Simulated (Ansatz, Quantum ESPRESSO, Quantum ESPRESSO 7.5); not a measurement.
## Sr: work function by face

Wanted: work functions of Sr face by face, under two functionals.

Main program and level: Quantum ESPRESSO 7.5; plane-wave DFT, PBE, GBRV ultrasoft pseudopotentials (geometry and cross-check by Ansatz 0.2.0 with PAW datasets; geometry under PBE).

Experimental background.

“Anisotropic work function of elemental crystals” (2019, arxiv:1902.07811) quotes from earlier work for Sr (polycrystalline sample, no single face): work function, loosely compared (polycrystalline sample, no single face) 2.59 eV.

This is a report of a sequence of runs, with most program output left out.

**1. The starting structure**

The cell holds 5 atoms: 5 Sr. Its edges and angles: a = 4.299 Å, b = 4.299 Å, c = 30.041 Å, α = 90.0°, β = 90.0°, γ = 60.0°. It derives from Sr. Vacuum lies along c.

**2. Relaxation with Ansatz of (111)**

The geometry comes first, from a plane-wave PAW code, so that the later runs on this slab share one structure.

Input file input.yaml:

```yaml
crystal:
  lattice:
    - [4.2992092296, 0.0, 0.0]
    - [2.1496046148, 3.723224409, 0.0]
    - [0.0, 0.0, 30.0411585467]
  atoms:
    - { symbol: Sr, position: [0.6666666667, 0.6666666667, 0.2663013142] }
    - { symbol: Sr, position: [0.0, 0.0, 0.3831506571] }
    - { symbol: Sr, position: [0.3333333333, 0.3333333333, 0.5] }
    - { symbol: Sr, position: [0.6666666667, 0.6666666667, 0.6168493429] }
    - { symbol: Sr, position: [0.0, 0.0, 0.7336986858] }
kpoints:
  mp_grid: { grid: [6, 6, 1] }
hamiltonian:
  xc: pbe
scf:
  occupations: { method: fermi_dirac, width: 0.1 }
  convergence: { dr2_threshold: 1.0e-08 }
efield:
  axis: 3
  dipole_correction: true
  ramp_position: 0.97
  ramp_width: 0.04
relax:
  f_tol: 0.01
  constraints: [{ sites: [2] }]
output:
  write_potential: true
  write_density: true
  volumetric_format: npy
```

The run is started by

```bash
> ansatz run input.yaml --threads 4 --pin off --max-ram 8192MiB --backend cpu --events-out ev --progress --plain --runs-dir out
```

Run time: 12 s. Hardware: 4 threads of Arm Neoverse V1, shared host; peak memory 0.7 GiB.

Step by step:

```
step  energy less that of the first step (eV)  largest force component (eV/Å)
   1                                   0.0000                          0.0682
   2                                  -0.0047                          0.0463
   3                                  -0.0080                          0.0128
   4                                  -0.0083                          0.0020
```

The atoms that moved most (Å):

```csv
atom,dx,dy,dz,length
Sr5,0.000,0.000,-0.147,0.147
Sr1,0.000,0.000,0.147,0.147
Sr4,0.000,0.000,-0.041,0.041
Sr2,0.000,0.000,0.041,0.041
```

The relaxation lowers the energy by 2 meV an atom. Held were the atoms numbered 3; the forces quoted are those on the free ones.

Read from the output:

| Quantity | Value |
| --- | --- |
| free energy | -17720.5153 eV |
| energy at zero smearing | -17720.3929 eV |
| smearing term TS | 0.2447 eV |
| Fermi energy | 1.843 eV |
| gap by band count | 7.20e-7 eV |
| symmetry operations | 6 |
| work function of the upper face | 2.679 eV |
| work function of the lower face | 2.679 eV |
| dipole along the normal | 2.05e-5 e·Å |

**3. SCF with pw.x of (111), PBE**

Both faces of the slab are alike, so a plain periodic cell serves and symmetry is kept.

Level of this step: plane-wave DFT, PBE, GBRV ultrasoft pseudopotentials (Quantum ESPRESSO 7.5).

Input file 111.pbe.in:

```
&control
  prefix = '111.pbe'
  outdir = './out'
  pseudo_dir = './pseudo'
  calculation = 'scf'
  tprnfor = .true.
/
&system
  ibrav = 0
  nat = 5
  ntyp = 1
  ecutwfc = 40
  ecutrho = 200
  occupations = 'smearing'
  smearing = 'mv'
  degauss = 0.02
/
&electrons
  conv_thr = 1e-07
  mixing_beta = 0.4
  electron_maxstep = 120
  mixing_mode = 'local-TF'
/
ATOMIC_SPECIES
  Sr  87.6200  sr_pbe_v1.uspp.F.UPF
CELL_PARAMETERS angstrom
  4.29920922958954 0.00000000000000 0.00000000000000
  2.14960461479477 3.72322440900906 0.00000000000000
  0.00000000000000 0.00000000000000 30.04115854670000
ATOMIC_POSITIONS crystal
  Sr  0.666666666667 0.666666666667 0.271201702084
  Sr  -0.000000000000 0.000000000000 0.384530932448
  Sr  0.333333333333 0.333333333333 0.500000000000
  Sr  0.666666666667 0.666666666667 0.615468924550
  Sr  0.000000000000 -0.000000000000 0.728797979229
K_POINTS automatic
  6 6 1 0 0 0
```

The run is started by

```bash
> OMP_NUM_THREADS=1 mpirun -n 4 pw.x -nk 2 -in 111.pbe.in > 111.pbe.out
```

Run time: 43 s. Hardware: 4 MPI ranks; peak memory 0.86 GiB; 2.9 min of CPU time.

This step gave:

```
free energy  : -4771.1940 eV
Fermi energy : 1.909 eV
```

**4. Electrostatic potential of (111)**

The vacuum level is read from the electrostatic potential (plot_num = 11), averaged over planes.

Input file 111.pbe.pot.in:

```
&inputpp
  prefix = '111.pbe'
  outdir = './out'
  filplot = '111.pbe.pot.dat'
  plot_num = 11
/
```

The run is started by

```bash
> OMP_NUM_THREADS=1 mpirun -n 4 pp.x -in 111.pbe.pot.in > 111.pbe.pot.out
```

Elapsed: 1.2 s, on 4 MPI ranks; peak memory 0.15 GiB; 4.4 s of CPU time.

Read from the output:

```
work function of the upper face                                       : 2.648 eV
slope of the potential above                                          : 0.003936 eV/Å
upper vacuum line continued to the top atoms, over the Fermi level    : 2.627 eV
work function of the lower face                                       : 2.648 eV
slope of the potential below                                          : -0.002674 eV/Å
lower vacuum line continued to the bottom atoms, over the Fermi level : 2.633 eV
```

Electrostatic potential energy of an electron; zero at the Fermi level. The potential energy, planar mean by z:

z (Å), potential energy, planar mean (eV) and a bar from the least value:
```
        0        2.7 ##############################
        1        2.7 ##############################
        2        2.6 ##############################
        3        2.6 ##############################
        4        2.6 ##############################
        5        2.6 ##############################
        6        2.0 #############################
        7       -0.4 #########################
        8      -14.1 #
        9       -1.9 ######################
       10        1.4 ############################
       11       -6.4 ##############
       12       -8.6 ###########
       13        1.2 ############################
       14       -0.5 ########################
       15      -14.7 
       16       -0.8 ########################
       17        1.3 ############################
       18       -7.7 ############
       19       -7.2 #############
       20        1.3 ############################
       21       -1.5 #######################
       22      -14.4 #
       23       -0.6 ########################
       24        2.0 #############################
       25        2.5 ##############################
       26        2.6 ##############################
       27        2.6 ##############################
       28        2.6 ##############################
       29        2.7 ##############################
```

**5. Self-consistent run of (111), LDA**

The same atoms under a second functional.

Level of this step: plane-wave DFT, LDA, GBRV ultrasoft pseudopotentials (Quantum ESPRESSO 7.5).

111.lda.in is the input of step 3 with these lines changed:

```diff
@@ -1,3 +1,3 @@
 &control
-  prefix = '111.pbe'
+  prefix = '111.lda'
   outdir = './out'
@@ -24,3 +24,3 @@
 ATOMIC_SPECIES
-  Sr  87.6200  sr_pbe_v1.uspp.F.UPF
+  Sr  87.6200  sr_lda_v1.uspp.F.UPF
 CELL_PARAMETERS angstrom
```

The run is started by

```bash
> OMP_NUM_THREADS=1 mpirun -n 4 pw.x -nk 2 -in 111.lda.in > 111.lda.out
```

Wall time 45 s (4 MPI ranks); peak memory 0.87 GiB.

Numbers from this step:

```
free energy  : -4775.2470 eV
Fermi energy : 1.736 eV
```

**6. Potential by pp.x of (111)**

Input file 111.lda.pot.in:

```
&inputpp
  prefix = '111.lda'
  outdir = './out'
  filplot = '111.lda.pot.dat'
  plot_num = 11
/
```

The run is started by

```bash
> OMP_NUM_THREADS=1 mpirun -n 4 pp.x -in 111.lda.pot.in > 111.lda.pot.out
```

Wall time 1.1 s (4 MPI ranks); peak memory 0.15 GiB; 4.1 s of CPU time.

This step gave:

| Item | Value |
| --- | --- |
| work function of the upper face | 2.760 eV |
| slope of the potential above | 0.003336 eV/Å |
| upper vacuum line continued to the top atoms, over the Fermi level | 2.742 eV |
| work function of the lower face | 2.760 eV |
| slope of the potential below | -0.002246 eV/Å |
| lower vacuum line continued to the bottom atoms, over the Fermi level | 2.748 eV |

On (111) the work function under LDA lies +0.11 eV from PBE's.

**7. Relaxation with Ansatz of (100)**

Level of this step: plane-wave DFT, PBE, Ansatz PAW (Ansatz 0.2.0).

input.yaml, the sections that differ from step 2:

```yaml
crystal:
  lattice:
    - [4.2992092296, 0.0, 0.0]
    - [0.0, 4.2992092296, 0.0]
    - [0.0, 0.0, 28.16]
  atoms:
    - { symbol: Sr, position: [0.0, 0.0, 0.2840909091] }
    - { symbol: Sr, position: [0.5, 0.5, 0.3920454545] }
    - { symbol: Sr, position: [0.0, 0.0, 0.5] }
    - { symbol: Sr, position: [0.5, 0.5, 0.6079545455] }
    - { symbol: Sr, position: [0.0, 0.0, 0.7159090909] }
kpoints:
  mp_grid: { grid: [8, 8, 1] }
# hamiltonian, scf, efield, relax, output: as in step 2
```

The run is started by

```bash
> ansatz run input.yaml --threads 4 --pin off --max-ram 8192MiB --backend cpu --events-out ev --progress --plain --runs-dir out
```

It took 22 s on 4 threads; peak memory 0.81 GiB.

The steps of the relaxation:

```csv
step,energy less that of the first step (eV),largest force component (eV/Å)
1,0.0000,0.0815
2,-0.0059,0.0536
3,-0.0105,0.0028
```

Forces are held to the 8 operations that the run works with; a distortion that breaks them can't arise in this run.

The atoms that moved most (Å):

```csv
atom,dx,dy,dz,length
Sr5,0.000,0.000,-0.168,0.168
Sr1,0.000,0.000,0.168,0.168
Sr4,0.000,0.000,-0.059,0.059
Sr2,0.000,0.000,0.059,0.059
```

The relaxed structure:

```cif
data_structure
_symmetry_space_group_name_H-M 'P 1'
_symmetry_Int_Tables_number 1
_cell_length_a 4.2992
_cell_length_b 4.2992
_cell_length_c 28.1600
_cell_angle_alpha 90.000
_cell_angle_beta 90.000
_cell_angle_gamma 90.000
_cell_volume 520.49
loop_
_atom_site_label
_atom_site_type_symbol
_atom_site_fract_x
_atom_site_fract_y
_atom_site_fract_z
_atom_site_occupancy
Sr1 Sr 0.00000 0.00000 0.29007 1
Sr2 Sr 0.50000 0.50000 0.39415 1
Sr3 Sr 0.00000 0.00000 0.50000 1
Sr4 Sr 0.50000 0.50000 0.60585 1
Sr5 Sr 0.00000 0.00000 0.70993 1
```

The relaxation lowers the energy by 2 meV an atom. Held were the atoms numbered 3; the forces quoted are those on the free ones.

This step gave:

```
free energy                     : -17720.4219 eV
energy at zero smearing         : -17720.3190 eV
smearing term TS                : 0.2059 eV
Fermi energy                    : 1.558 eV
symmetry operations             : 8
work function of the upper face : 2.544 eV
work function of the lower face : 2.544 eV
dipole along the normal         : 2.13e-5 e·Å
```

**8. Self-consistent run of (100), PBE**

Level of this step: plane-wave DFT, PBE, GBRV ultrasoft pseudopotentials (Quantum ESPRESSO 7.5).

Input file 100.pbe.in:

```
&control
  prefix = '100.pbe'
  outdir = './out'
  pseudo_dir = './pseudo'
  calculation = 'scf'
  tprnfor = .true.
/
&system
  ibrav = 0
  nat = 5
  ntyp = 1
  ecutwfc = 40
  ecutrho = 200
  occupations = 'smearing'
  smearing = 'mv'
  degauss = 0.02
/
&electrons
  conv_thr = 1e-07
  mixing_beta = 0.4
  electron_maxstep = 120
  mixing_mode = 'local-TF'
/
ATOMIC_SPECIES
  Sr  87.6200  sr_pbe_v1.uspp.F.UPF
CELL_PARAMETERS angstrom
  4.29920922960000 0.00000000000000 0.00000000000000
  0.00000000000000 4.29920922960000 0.00000000000000
  0.00000000000000 0.00000000000000 28.16000000000000
ATOMIC_POSITIONS crystal
  Sr  -0.000000000000 0.000000000000 0.290073254106
  Sr  0.500000000000 0.500000000000 0.394154527372
  Sr  0.000000000000 0.000000000000 0.500000000000
  Sr  0.500000000000 0.500000000000 0.605845437564
  Sr  0.000000000000 0.000000000000 0.709926730103
K_POINTS automatic
  8 8 1 0 0 0
```

The run is started by

```bash
> OMP_NUM_THREADS=1 mpirun -n 4 pw.x -nk 4 -in 100.pbe.in > 100.pbe.out
```

Elapsed: 67 s, on 4 MPI ranks; peak memory 1 GiB.

Numbers from this step:

| Property | Result |
| --- | --- |
| free energy | -4771.1085 eV |
| Fermi energy | 1.610 eV |

**9. Electrostatic potential of (100)**

Input file 100.pbe.pot.in:

```
&inputpp
  prefix = '100.pbe'
  outdir = './out'
  filplot = '100.pbe.pot.dat'
  plot_num = 11
/
```

The run is started by

```bash
> OMP_NUM_THREADS=1 mpirun -n 4 pp.x -in 100.pbe.pot.in > 100.pbe.pot.out
```

It took 1.1 s on 4 MPI ranks; peak memory 0.16 GiB.

This step gave:

| Property | Result |
| --- | --- |
| work function of the upper face | 2.529 eV |
| slope of the potential above | 0.003323 eV/Å |
| upper vacuum line continued to the top atoms, over the Fermi level | 2.511 eV |
| work function of the lower face | 2.529 eV |
| slope of the potential below | -0.002351 eV/Å |
| lower vacuum line continued to the bottom atoms, over the Fermi level | 2.516 eV |

The potential energy, planar mean oscillates, so the rows of the table below give means over windows of 2.93 Å about each position, cut where the curve ends. Its maxima inside the range that stand out by 2 % of the span (Å: eV): 9.6: 0.559, 12.6: 0.620, 15.6: 0.620, 18.5: 0.559. Its minima: 8.2: -12.5, 11.1: -12.1, 14.1: -12.2, 17.0: -12.1, 19.9: -12.5.

Electrostatic potential energy of an electron; zero at the Fermi level. Table of potential energy, planar mean by z; means over each step:

```csv
z (Å),"potential energy, planar mean (eV)"
1.47,2.53
4.40,2.45
7.33,-3.69
10.26,-4.17
13.19,-4.09
16.12,-4.05
19.05,-4.32
21.98,0.938
24.91,2.52
27.84,2.53
```

**10. SCF with pw.x of (100), LDA**

Level of this step: plane-wave DFT, LDA, GBRV ultrasoft pseudopotentials (Quantum ESPRESSO 7.5).

100.lda.in is the input of step 8 with these lines changed:

```diff
@@ -1,3 +1,3 @@
 &control
-  prefix = '100.pbe'
+  prefix = '100.lda'
   outdir = './out'
@@ -24,3 +24,3 @@
 ATOMIC_SPECIES
-  Sr  87.6200  sr_pbe_v1.uspp.F.UPF
+  Sr  87.6200  sr_lda_v1.uspp.F.UPF
 CELL_PARAMETERS angstrom
```

The run is started by

```bash
> OMP_NUM_THREADS=1 mpirun -n 4 pw.x -nk 4 -in 100.lda.in > 100.lda.out
```

Elapsed: 65 s, on 4 MPI ranks; peak memory 1.1 GiB; 4.3 min of CPU time.

This step gave:

```
free energy  : -4775.1341 eV
Fermi energy : 1.437 eV
```

**11. Electrostatic potential of (100)**

Input file 100.lda.pot.in:

```
&inputpp
  prefix = '100.lda'
  outdir = './out'
  filplot = '100.lda.pot.dat'
  plot_num = 11
/
```

The run is started by

```bash
> OMP_NUM_THREADS=1 mpirun -n 4 pp.x -in 100.lda.pot.in > 100.lda.pot.out
```

Elapsed: 1.1 s, on 4 MPI ranks; peak memory 0.16 GiB.

This step gave:

```
work function of the upper face                                       : 2.665 eV
slope of the potential above                                          : 0.002898 eV/Å
upper vacuum line continued to the top atoms, over the Fermi level    : 2.649 eV
work function of the lower face                                       : 2.665 eV
slope of the potential below                                          : -0.002039 eV/Å
lower vacuum line continued to the bottom atoms, over the Fermi level : 2.654 eV
```

On (100) the work function under LDA lies +0.14 eV from PBE's.

**12. Relaxation with Ansatz of (110)**

Level of this step: plane-wave DFT, PBE, Ansatz PAW (Ansatz 0.2.0).

System of this step: Sr(110), 7 layers. The cell holds 7 atoms: 7 Sr. Cell: a = 6.080 Å, b = 4.299 Å, c = 28.898 Å, α = 90.0°, β = 90.0°, γ = 90.0°. It derives from Sr. Vacuum lies along c.

input.yaml, the sections that differ from step 7:

```yaml
crystal:
  lattice:
    - [6.08, 0.0, 0.0]
    - [0.0, 4.2992092296, 0.0]
    - [0.0, 0.0, 28.8976276888]
  atoms:
    - { symbol: Sr, position: [0.0, 0.0, 0.2768393339] }
    - { symbol: Sr, position: [0.5, 0.5, 0.3512262226] }
    - { symbol: Sr, position: [0.0, 0.0, 0.4256131113] }
    - { symbol: Sr, position: [0.5, 0.5, 0.5] }
    - { symbol: Sr, position: [0.0, 0.0, 0.5743868887] }
    - { symbol: Sr, position: [0.5, 0.5, 0.6487737774] }
    - { symbol: Sr, position: [0.0, 0.0, 0.7231606661] }
kpoints:
  mp_grid: { grid: [4, 8, 1] }
relax:
  f_tol: 0.01
  constraints: [{ sites: [2, 3, 4] }]
# hamiltonian, scf, efield, output: as in step 7
```

The run is started by

```bash
> ansatz run input.yaml --threads 4 --pin off --max-ram 8192MiB --backend cpu --events-out ev --progress --plain --runs-dir out
```

Run time: 60 s. Hardware: 4 threads; peak memory 1.3 GiB.

Step by step:

```csv
step,energy less that of the first step (eV),largest force component (eV/Å)
1,0.0000,0.0760
2,-0.0069,0.0533
3,-0.0120,0.0071
4,-0.0120,0.0005
```

The atoms that moved most (Å):

```csv
atom,dx,dy,dz,length
Sr7,0.000,0.000,-0.129,0.129
Sr1,0.000,0.000,0.129,0.129
Sr2,0.000,0.000,0.070,0.070
Sr6,0.000,0.000,-0.070,0.070
```

The relaxation lowers the energy by 2 meV an atom. Held were the atoms numbered 3, 4 and 5; the forces quoted are those on the free ones.

Numbers from this step:

```
free energy                     : -24808.4028 eV
energy at zero smearing         : -24808.2437 eV
smearing term TS                : 0.3183 eV
Fermi energy                    : 1.387 eV
symmetry operations             : 4
work function of the upper face : 2.590 eV
work function of the lower face : 2.590 eV
dipole along the normal         : 3.64e-5 e·Å
```

(Part 1 of 2 ends here.)

[Logs are printed without paths, hosts, clocks, repeated set-up lines and the standing remarks that a program may print on its own settings, such as how far it seeks lower states.]

[Hosts, paths, dates, database ids (printed as entryN), source tags and the programs' standing remarks are cut or masked in the printed files.]

[Maps of the electrostatic potential energy from Ansatz leave out the sawtooth potential of an applied field or a dipole correction, so their vacuum need not be flat; planar profiles and work functions include it.]
